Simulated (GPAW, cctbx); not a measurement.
# SrV2Bi2: deformation density and structure factors from DFT

Question: by how much does bonding change the X-ray structure factors of SrV2Bi2, how firmly does DFT give the change, and what does a routine refinement make of it?

The start was made by putting kin elements into a known structure type; the compound need not exist, or be stable, in this form. All numbers below are calculated.

### 1. Find the equilibrium geometry

The density hangs on the geometry, so cell and atoms are relaxed first, with the symmetry held. The cutoff is set higher than for the density because stress converges slowly with plane waves.

Settings: GPAW 26.7.0, PBE, 570 eV, 5×5×3 k-points (along the axes of the calculation cell), Fermi–Dirac width 0.1 eV, spin-polarised, BFGS to 0.03 eV/Å.

```text
cell
1.0
     4.439000000    0.000000000    0.000000000
    -2.219500000    3.844286767    0.000000000
     0.000000000    0.000000000    7.922000000
Bi Sr V
2 1 2
Direct
0.333333333 0.666666667 0.282300000
0.666666667 0.333333333 0.717700000
0.000000000 0.000000000 0.000000000
0.333333333 0.666666667 0.609700000
0.666666667 0.333333333 0.390300000
```

```console
$ OMP_NUM_THREADS=1 mpirun -n 4 gpaw python run.py > gpaw.log
```

```text
BFGS:    0      -27.158965        1.897168
BFGS:    1      -27.325606        1.435577
BFGS:    2      -27.641122        0.606550
BFGS:    3      -27.674995        0.420429
...
BFGS:   12      -27.728995        0.088712
BFGS:   13      -27.731841        0.059986
BFGS:   14      -27.732886        0.024783
cell  4.6637 4.6637 7.9227  90.00 90.00 120.00
volume 149.232 A^3, largest force 0.017 eV/A, largest stress 0.13 GPa
```

After 14 steps the volume has changed by +10.4 % and the energy by -0.574 eV; the largest stress left is 0.13 GPa. It took 7.1 min on 4 cores of Intel(R) Xeon(R) Platinum 8488C (Sapphire Rapids) (shared host), peak memory 1.6 GiB.

Relaxed structure: P-3m1 (no. 164), a = 4.6637 Å, b = 4.6637 Å, c = 7.9227 Å, α = 90.00°, β = 90.00°, γ = 120.00°.

| atom | mult. | x | y | z |
| --- | --- | --- | --- | --- |
| Bi1 | 2 | 1/3 | 2/3 | 0.2650 |
| Sr1 | 1 | 0 | 0 | 0 |
| V1 | 2 | 1/3 | 2/3 | 0.6184 |

### 2. The all-electron density

X-rays see the whole electron density, so the PAW density is rebuilt with its core regions. Subtracting spherical free atoms from the same code cancels the cores and leaves the deformation density Δρ, the part due to bonding.

Settings: PBE, 450 eV, 6×6×3 k-points (along the axes of the calculation cell), Fermi–Dirac width 0.1 eV, spin-polarised; primitive cell of 5 atoms.

```console
$ OMP_NUM_THREADS=1 mpirun -n 4 gpaw python run.py > gpaw.log
```

```text
|iter:   1|       0s |  -27.562372 | +0.31 |       |  +4.0153|
|iter:   2|       2s |  -27.293153 | -0.84 | -1.10 |  +4.0842|
|iter:   3|       4s |  -27.247436 | -1.57 | -1.22 |  +4.2651|
...
|iter:  12|      26s |  -27.630110c| -6.63 | -4.27c|  +5.9798|
|iter:  13|      28s |  -27.630111c| -7.38 | -4.74c|  +5.9796|
|iter:  14|      29s |  -27.630111c| -8.08c| -5.26c|  +5.9796|
```

```text
grid (48, 48, 80)  electrons 250.000  moved by bonding 1.068 e
deformation density beyond 0.5 A of the nuclei: max 0.208, min -0.070 e/A^3
atom        x       y       z   Voronoi charge  moment
Bi1    0.3333  0.6667  0.2650     -0.151      -0.10
Bi2    0.6667  0.3333  0.7350     -0.151      -0.10
Sr3    0.0000  0.0000  0.0000      0.264       0.01
V 4    0.3333  0.6667  0.6184      0.019       2.48
V 5    0.6667  0.3333  0.3816      0.019       2.48
mean inner potential of superposed free atoms 17.595 V
total magnetic moment 5.980 muB
```

Deformation density in a plane through the shortest contact of the Bi atom at the origin, in 0.01 e/Å³ (clipped at ±99); x from -1.6 to 4.4 Å, y from 2.4 down to -2.4 Å:

```text
 -1  -1  -1  -2  -1   7   .   .   6   3   4   0  -6   .   .  -1
 -1   0   0   0   0   1   6   5  -1   1   3   2  -1  -4  -3   1
 -1   0   1   2   3   4   3   1   0   1   2   4   4   3   2   2
  0   1   2   3   3   5   4   3   1   0   1   3   5   4   3   2
  0   2   1   0  -1   0   2   3   2  -1   0   5   2   1   1   0
  1   2   1  -5   .  -5  -1   3   3   2   5   .  -2   0  -2  -1
  1   2   1   .   .   .  -3   3   5   7   .   .   .   5  -2  -1
  1   2   2  -6   .  -5  -2   3   3   1   2   .   6   0  -2  -1
  0   2   2   1  -1  -2  -1   2   1  -3  -3   2   0  -2  -1  -1
  0   1   2   1   0   0   0   0  -1  -3  -4  -3  -2  -1   0   0
  0   0   0   0   0   0   0   0  -1  -2  -2  -2  -1  -1  -1  -1
  4   0  -1  -1  -1  -1  -1  -1  -1  -1  -1  -1  -1  -1  -1  -2
 -1   0  -2  -2  -1  -1  -1  -1  -1  -1  -1  -1  -1  -1  -2  -2
```

Atoms in or within 0.15 Å of the plane: Bi (0.0, 0.0), V (2.8, 0.0) Å. Dots mark points within about 0.45 Å of a nucleus; large values next to them are atomic features.

Bi gains most (-0.15 e) and Sr loses most (+0.26 e), as electronegativity suggests. Along the shortest contact from the Bi atom at the map's origin, Bi–V at 2.80 Å, Δρ is +0.05 e/Å³ at the midpoint and highest, +0.11, 2.22 Å from Bi (points within 0.5 Å of a nucleus left out): a modest build-up. At the midpoints of other shortest contacts it is 0.00 (V–V, 3.28 Å) e/Å³. Point values carry grid noise of about 0.01 e/Å³. The cell's moment is 5.98 μB; the largest inside an atomic sphere is 2.48 μB. The run needed 14 iterations, 47 s.

### 3. Structure factors

The Fourier components of Δρ, added to those of the free atoms, give the static X-ray structure factors; the Mott–Bethe relation turns them into the Fourier components V of the potential that fast electrons feel.

```text
static structure factors of the conventional cell: F in electrons, V (Mott-Bethe) in volts
   h  k  l      d  |F| table  |F| free   |F| DFT   change   |V| free  |V| DFT  change %
   0  0  1  7.9227    11.133    11.121    11.263    0.142     0.748    0.474    -36.6
   1  0  0  4.0389    62.799    62.705    62.982    0.278     2.653    2.514     -5.2
   0  0  2  3.9614   113.515   113.365   113.601    0.237     3.795    3.681     -3.0
   1  0  1  3.5983    53.709    53.613    53.431   -0.182     0.090    0.018    -80.1
   1  0 -1  3.5983   161.242   161.203   161.372    0.168     7.035    6.968     -1.0
   1  0  2  2.8281    93.188    93.239    93.110   -0.129     2.871    2.903      1.1
   1  0 -2  2.8281   107.551   107.435   107.584    0.150     5.620    5.583     -0.7
   0  0  3  2.6409    91.532    91.424    91.394   -0.030     4.553    4.559      0.1
   1  1  0  2.3319   200.550   200.340   200.271   -0.069     8.294    8.305      0.1
   1  1  1  2.2370     7.836     7.745     7.800    0.056     0.579    0.570     -1.5
   1  0  3  2.2103   135.240   135.141   135.016   -0.125     5.249    5.268      0.4
   1  0 -3  2.2103   135.449   135.285   135.078   -0.207     5.030    5.061      0.6
   2  0  0  2.0194    53.953    53.885    53.609   -0.277     1.768    1.803      2.0
   1  1  2  2.0095    99.746    99.736    99.438   -0.299     2.667    2.704      1.4
```

The largest X-ray change is -0.30 e on 112, 0.3 % of |F|. For electrons V goes as (Z − F)/g², so a change of F counts against Z − F, which is small at low angle and wherever the atoms' terms cancel: |V| of 001 moves by -36.6 % (0.75 to 0.47 V) against +1.3 % in |F|. The last three rows still change by up to 0.30 e; the table stops while the angles are still low. The tabulated Hartree–Fock atoms differ from the free DFT atoms by up to 0.21 e, so the choice of reference atom matters too.

### 4. Convergence

Cutoff and k-mesh: one is changed at a time, to find what the result needs.

| run | ΔF 100 (e) | ΔF 002 (e) | ΔF 1 0 -3 (e) | q(Bi) (e) | moved (e) | time |
| --- | --- | --- | --- | --- | --- | --- |
| 450 eV 6×6×3 | +0.278 | +0.237 | -0.207 | -0.151 | 1.068 | 47 s |
| 250 eV 6×6×3 | +0.276 | +0.240 | -0.228 | -0.156 | 1.041 | 24 s |
| 350 eV 6×6×3 | +0.277 | +0.237 | -0.217 | -0.147 | 1.078 | 33 s |
| 750 eV 6×6×3 | +0.278 | +0.238 | -0.209 | -0.149 | 1.103 | 90 s |
| 450 eV 2×2×1 | +0.343 | +0.126 | -0.235 | -0.170 | 1.172 | 22 s |
| 450 eV 3×3×2 | +0.296 | +0.230 | -0.213 | -0.154 | 1.085 | 26 s |

Within 0.01 e of the base on all three: 750 eV 6×6×3. The largest error, 0.111 e, comes with 450 eV 2×2×1. Times are from shared hosts.

### 5. Refining ordinary atoms against data with bonding

Routine crystallography fits spherical atoms. To see the bias, intensities are simulated from tabulated atoms plus the DFT change ΔF, so that bonding alone can misfit (5034 reflections of the full sphere, merged to the counts below, to 0.5 Å, 0.5 % proportional noise plus counting noise, assumed isotropic U as listed, Δρ smeared by the mean U) and refined with cctbx over different ranges.

```
                    range  data      R1  GooF  U Bi1 (true 0.0043)  U Sr1 (true 0.0058)  U V1 (true 0.007)  largest shift (Å)  Δρ max, min (e/Å³)
                 all data   526  0.0027  0.96               0.0043               0.0058             0.0070             0.0002         0.33, -0.60
 low resolution, d > 0.84   127  0.0022  1.02               0.0043               0.0058             0.0071             0.0006         0.18, -0.12
     high order, d < 0.75   353  0.0030  0.93               0.0043               0.0058             0.0070             0.0002         0.28, -0.56
occupancies free, d > 0.7   208  0.0023  1.00               0.0043               0.0058             0.0072             0.0004         0.18, -0.19
```

With all data GooF is 0.96, so at this noise the bonding hardly shows; the top residual peak lies 0.46 Å from V and 2.73 Å from Bi. No U is off by more than 3 s.u. at low resolution. With Bi1 held at 1 and the scale free, the other occupancies refine to Sr1 1.000(0.001) and V1 1.002(0.002), within three s.u. of full.

### 6. Answer

Bonding moves 1.07 e in the primitive cell of SrV2Bi2 and changes the structure factors of the conventional cell in the table above by at most 0.30 e (112, 0.3 %), and among reflections above 2 % of the strongest by up to 1.3 % (001). The shortest bond, Bi–V, has Δρ = +0.05 e/Å³ at its midpoint. Within 0.01 e of the base on all three: 750 eV 6×6×3. The largest error, 0.111 e, comes with 450 eV 2×2×1. With all data GooF is 0.96, so at this noise the bonding hardly shows. Limits: static density, frozen cores, no spin–orbit coupling; a ferromagnetic start is the only order tried, and the real ground state may be antiferromagnetic or insulating.

[Outputs are excerpts: Python notices, other lines and further rows are left out; steps that failed or that the build refused (PBEsol, TPSS) are not shown.]

[Logs are printed without paths, hosts, clocks, repeated set-up lines and the standing remarks that a program may print on its own settings, such as how far it seeks lower states.]
